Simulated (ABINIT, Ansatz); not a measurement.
# How the form of the self-energy moves the gap of K2NaScF6 (Fm-3m), part 2 of 2

Aim: compare treatments of exchange, screening and correlation for the gap of K2NaScF6 (Fm-3m).

ABINIT 10.8.3; LDA and many-body steps on it, plane waves. Known limits of the many-body steps: not at the basis limit; coarse k mesh.

So far. Step 5 (G0W0, von der Linden-Horsch plasmon pole): Against G0W0 in ABINIT (2×2×2 mesh, 225 bands, screening to 141.5 eV, Godby-Needs plasmon pole), the gap moves by +0.179 eV. Step 6 (G0W0, Engel-Farid plasmon pole): Against G0W0 in ABINIT (2×2×2 mesh, 225 bands, screening to 141.5 eV, Godby-Needs plasmon pole), the gap moves by +0.005 eV.

## 7. One-shot Hartree-Fock

This step: one-shot Hartree-Fock on LDA, plane waves, norm-conserving pseudopotentials.

run.abi

```
acell 3*1.0 Angstrom
rprim 
  -0.000000000000 4.235850000000 4.235850000000
  4.235850000000 -0.000000000000 4.235850000000
  4.235850000000 4.235850000000 -0.000000000000
ntypat 4
znucl 19 11 21 9
natom 10
typat 1 1 2 3 4 4 4 4 4 4
xred 
  0.250000000000 0.250000000000 0.250000000000
  0.750000000000 0.750000000000 0.750000000000
  0.500000000000 0.500000000000 0.500000000000
  0.000000000000 0.000000000000 0.000000000000
  0.765800000000 0.234200000000 0.234200000000
  0.234200000000 0.765800000000 0.234200000000
  0.234200000000 0.765800000000 0.765800000000
  0.765800000000 0.234200000000 0.765800000000
  0.234200000000 0.234200000000 0.765800000000
  0.765800000000 0.765800000000 0.234200000000
pp_dirpath "pseudos"
pseudos "K.upf, Na.upf, Sc.upf, F.upf"
ecut 38
ngkpt 2 2 2
nshiftk 1
shiftk 0 0 0
kptopt 1
chksymbreak 0
istwfk *1
occopt 1
irdwfk 1
optdriver 4
nband 44
gwcalctyp 5
ecutsigx 38
symsigma 1
nkptgw 1
kptgw 
  0.0000000000 0.0000000000 0.0000000000
bdgw 
  38 44
ixc_sigma 40
fftgw 31
indata_prefix "in"
outdata_prefix "out"
tmpdata_prefix "tmp"
```

Launch:

```bash
> OMP_NUM_THREADS=1 mpirun -n 4 abinit run.abi > log
```

Numbers of over 12 decimals in the logs are rounded to 6 here.

What it wrote:

```text
.Version 10.8.3 of ABINIT. v10.8.2 released Aug 2026.

 Symmetries : space group Fm -3 m (#225); Bravais cF (face-center cubic)
[... echo of the input left out ...]
== DATASET  1 ==================================================================
-   mpi_nproc: 4, omp_nthreads: 1 (-1 if OMP is not activated)

--- !DatasetInfo
iteration_state: {dtset: 1, }
dimensions: {natom: 10, nkpt: 3, mband: 44, nsppol: 1, nspinor: 1, nspden: 1, mpw: 11575, }
cutoff_energies: {ecut:  38.0, pawecutdg:  -1.0, }
[...]
42   6.774 -18.434 -10.215   0.000   1.000   0.000 -10.215   8.219  14.993
       43   6.774 -18.434 -10.215   0.000   1.000   0.000 -10.215   8.219  14.993
       44   6.774 -18.434 -10.215   0.000   1.000   0.000 -10.215   8.219  14.993

== END DATASET(S) ==============================================================
================================================================================

 -outvars: echo values of variables after computation  --------
           etotal      0.0000000000E+00
            nband          44
             nkpt           3
          spgroup         225
 [... the other variables as echoed above ...]

 Calculation completed.
```

Wall time 5.4 s (4 MPI ranks of Arm Neoverse V1, shared host); peak memory 0.39 GiB; 21 s of CPU time.

Numbers from this step:

* quasiparticle gap on the points computed: 18.90 eV
* starting gap on the mesh: 6.651 eV
* k of the valence top: 0, 0, 0
* k of the conduction bottom: 0, 0, 0
* least direct quasiparticle gap on the computed points: 18.90 eV

Against G0W0 in ABINIT (2×2×2 mesh, 225 bands, screening to 141.5 eV, Godby-Needs plasmon pole), the gap moves by +8.491 eV.

## 8. Screening, 2×2×2 mesh, 225 bands, screening to 141.5 eV

This step: RPA screening on LDA, plane waves, norm-conserving pseudopotentials.

Changes to run.abi since step 7:

```diff
@@ -31,14 +31,14 @@
 irdwfk 1
-optdriver 4
-nband 44
-gwcalctyp 5
-ecutsigx 38
-symsigma 1
-nkptgw 1
-kptgw 
-  0.0000000000 0.0000000000 0.0000000000
-bdgw 
-  38 44
-ixc_sigma 40
-fftgw 31
+optdriver 3
+nband 225
+ecuteps 5.2
+inclvkb 2
+awtr 1
+symchi 1
+gwcalctyp 2
+nfreqre 16
+freqremax 40 eV
+nfreqim 8
+spmeth 1
+nomegasf 120
 indata_prefix "in"
```

What it wrote:

```text
.Version 10.8.3 of ABINIT. v10.8.2 released Aug 2026.

 Symmetries : space group Fm -3 m (#225); Bravais cF (face-center cubic)
[... echo of the input left out ...]
== DATASET  1 ==================================================================
-   mpi_nproc: 4, omp_nthreads: 1 (-1 if OMP is not activated)

--- !DatasetInfo
iteration_state: {dtset: 1, }
dimensions: {natom: 10, nkpt: 3, mband: 225, nsppol: 1, nspinor: 1, nspden: 1, mpw: 11575, }
cutoff_energies: {ecut:  38.0, pawecutdg:  -1.0, }
electrons: {nelect:   8.00000000E+01, charge:   0.00000000E+00, occopt:   1.00000000E+00, tsmear:   1.00000000E-02, }

 SCREENING: Calculation of the susceptibility and dielectric matrices

 Based on a program developped by R.W. Godby, V. Olevano, G. Onida, and L. Reining.
 Incorporated in ABINIT by V. Olevano, G.-M. Rignanese, and M. Torrent.
.Using double precision arithmetic ; gwpc =  8

[... cell and pseudopotentials left out ...]
--------------------------------------------------------------------------------

 ==== K-mesh for the wavefunctions ====
 Number of points in the irreducible wedge :     3
[... list of points left out ...]
 Together with 48 symmetry operations and time-reversal symmetry
 yields     8 points in the full Brillouin Zone.

 ==== Q-mesh for the screening function ====
 Number of points in the irreducible wedge :     3
[... list of points left out ...]
 Together with 48 symmetry operations and time-reversal symmetry
 yields     8 points in the full Brillouin Zone.

 setmesh: FFT mesh size selected  =    45x   45x   45
          total number of points  =        91125

 vcoul_init : cutoff-mode = AUXILIARY_FUNCTION
 q-points for optical limit:   1
     1)      0.000010    0.000020    0.000030

- screening: taking advantage of time-reversal symmetry
- Maximum band index for partially occupied states nbvw = 40
- Remaining bands to be divided among processors   nbcw = 185
- Number of bands treated by each node ~46

 Number of electrons calculated from density =   80.0000; Expected =   80.0000
 average of density, n =  0.077990
 r_s =    1.4520
 omega_plasma =   26.9387 [eV]

 calculating chi0 at frequencies [eV] :
  1    0.000000E+00    0.000000E+00
  2    2.666667E+00    0.000000E+00
  3    5.333333E+00    0.000000E+00
[...]
23    0.000000E+00    6.860815E+01
 24    0.000000E+00    9.660102E+01

--------------------------------------------------------------------------------
  q-point number  1        q = ( 0.000000, 0.000000, 0.000000) [r.l.u.]
--------------------------------------------------------------------------------
[... chi0 elements left out ...]
  [... further frequencies ...]

 No. of calculated frequencies >  15, stop printing
 For q-point:  0.000010 0.000020 0.000030
  dielectric constant =   2.0624
  dielectric constant without local fields =   2.2772

  Average fulfillment of the sum rule on Im[epsilon] for q-point    1 :     50.90  [%]
[... wings left out ...]
  q-point number  2        q = ( 0.500000, 0.000000, 0.000000) [r.l.u.]
--------------------------------------------------------------------------------
[... chi0 elements left out ...]
  [... further frequencies ...]

 No. of calculated frequencies >  15, stop printing
  Average fulfillment of the sum rule on Im[epsilon] for q-point    2 :     55.02  [%]

 [... 1 further q-points ...]
```

Run time: 2.7 min. Hardware: 4 MPI ranks; peak memory 4.4 GiB; 11 min of CPU time.

Numbers from this step:

```
ε∞ with local fields, on this mesh, along the program's q direction : 2.062
the same without local fields                                       : 2.277
plasma frequency                                                    : 26.94 eV
plane waves in the screening matrix                                 : 561
```

## 9. G0W0, contour deformation

This step: G0W0 on LDA, plane waves, norm-conserving pseudopotentials.

Changes to run.abi since step 8:

```diff
@@ -31,14 +31,14 @@
 irdwfk 1
-optdriver 3
+optdriver 4
 nband 225
+gwcalctyp 2
+ecutsigx 38
+symsigma 1
+nkptgw 1
+kptgw 
+  0.0000000000 0.0000000000 0.0000000000
+bdgw 
+  38 44
 ecuteps 5.2
-inclvkb 2
-awtr 1
-symchi 1
-gwcalctyp 2
-nfreqre 16
-freqremax 40 eV
-nfreqim 8
-spmeth 1
-nomegasf 120
+irdscr 1
 indata_prefix "in"
```

What it wrote:

```text
.Version 10.8.3 of ABINIT. v10.8.2 released Aug 2026.

 Symmetries : space group Fm -3 m (#225); Bravais cF (face-center cubic)
[... echo of the input left out ...]
== DATASET  1 ==================================================================
-   mpi_nproc: 4, omp_nthreads: 1 (-1 if OMP is not activated)

--- !DatasetInfo
iteration_state: {dtset: 1, }
dimensions: {natom: 10, nkpt: 3, mband: 225, nsppol: 1, nspinor: 1, nspden: 1, mpw: 11575, }
cutoff_energies: {ecut:  38.0, pawecutdg:  -1.0, }
[...]
39  -0.630 -22.370 -29.691   5.084   0.786  -0.273 -24.128  -1.758  -2.388
[...]
44   6.774 -18.434 -10.215  -3.834   0.816  -0.226 -14.857   3.577  10.351
       44   0.000   0.000   0.000  -0.000   0.000   0.000  -0.000  -0.000  -0.000

== END DATASET(S) ==============================================================
================================================================================

 -outvars: echo values of variables after computation  --------
           etotal      0.0000000000E+00
            nband         225
             nkpt           3
          spgroup         225
 [... the other variables as echoed above ...]

 Calculation completed.
```

Run time: 16 s. Hardware: 4 MPI ranks; peak memory 2.7 GiB; 64 s of CPU time.

This step gave:

| Property | Result |
| --- | --- |
| G0W0 gap on the points computed | 10.37 eV |
| starting gap on the mesh | 6.651 eV |
| k of the valence top | 0, 0, 0 |
| k of the conduction bottom | 0, 0, 0 |
| least direct G0W0 gap on the computed points | 10.37 eV |

Against G0W0 in ABINIT (2×2×2 mesh, 225 bands, screening to 141.5 eV, Godby-Needs plasmon pole), the gap moves by −0.037 eV.

## 10. Side by side

Times are wall times on 4 MPI ranks of Arm Neoverse V1, shared host, good to a factor of about two. A run's time includes the screening step that it read.

| run | mesh | bands | screening cutoff (eV) | DFT gap (eV) | gap on the mesh (eV) | direct (eV) | ε∞ used | time |
| --- | --- | --- | --- | --- | --- | --- | --- | --- |
| G0W0, Godby-Needs plasmon pole | 2×2×2 | 225 | 141.5 | 6.651 | 10.407 | 10.407 | 2.06 | 2.4 min |
| G0W0, von der Linden-Horsch plasmon pole | 2×2×2 | 225 | 141.5 | 6.651 | 10.586 | 10.586 | 2.06 | 2.2 min |
| G0W0, Engel-Farid plasmon pole | 2×2×2 | 225 | 141.5 | 6.651 | 10.412 | 10.412 | 2.06 | 2.2 min |
| one-shot Hartree-Fock | 2×2×2 | - | - | 6.651 | 18.898 | 18.898 | - | 5.4 s |
| G0W0, contour deformation | 2×2×2 | 225 | 141.5 | 6.651 | 10.370 | 10.370 | 2.06 | 3 min |

## 11. What came out

```yaml
g0w0_godby_needs_plasmon_pole: 10.407 eV
g0w0_von_der_linden_horsch_plasmon_pole: 10.586 eV
g0w0_engel_farid_plasmon_pole: 10.412 eV
one_shot_hartree_fock: 18.898 eV
g0w0_contour_deformation: 10.370 eV
known_limits: not at the basis limit; coarse k mesh
```

G0W0, von der Linden-Horsch plasmon pole: +0.179 eV against G0W0, Godby-Needs plasmon pole. G0W0, Engel-Farid plasmon pole: +0.005 eV against G0W0, Godby-Needs plasmon pole. One-shot Hartree-Fock: +8.491 eV against G0W0, Godby-Needs plasmon pole. G0W0, contour deformation: −0.037 eV against G0W0, Godby-Needs plasmon pole. Bare exchange alone opens the gap to 18.90 eV; against G0W0, correlation takes back 8.49 eV. Bands and cutoff are finite, so the gap is not at the basis limit. The miss can reach some tenths of an eV and take either sign; the mesh is an error of its own. In the G0W0 runs levels were corrected at 1 k point alone, so a gap called «on the mesh» is the least over those, and an edge elsewhere would be missed. The 2×2×2 mesh is coarse for this cell, which bears on the long-range parts of exchange and screening.

[Paths, hosts, dates, memory and timing lines, banners, echoed tables and standing remarks are left out of the program output.]

[Logs are printed without paths, hosts, clocks, repeated set-up lines and the standing remarks that a program may print on its own settings, such as how far it seeks lower states.]

[Runs of the session that timed out or met a known fault of the program may be left out.]

[Hosts, paths, dates, database ids (printed as entryN), source tags and the programs' standing remarks are cut or masked in the printed files.]

[G0W0 gaps are taken among the corrected bands and points alone; a level outside them can change the order at an edge.]

[Where Ansatz stands beside ABINIT at settings called matched, ABINIT's density can come from a denser mesh and the files from another edition; pairs whose starting gaps differed by over 0.03 eV were left out, so agreement reads better than it is.]
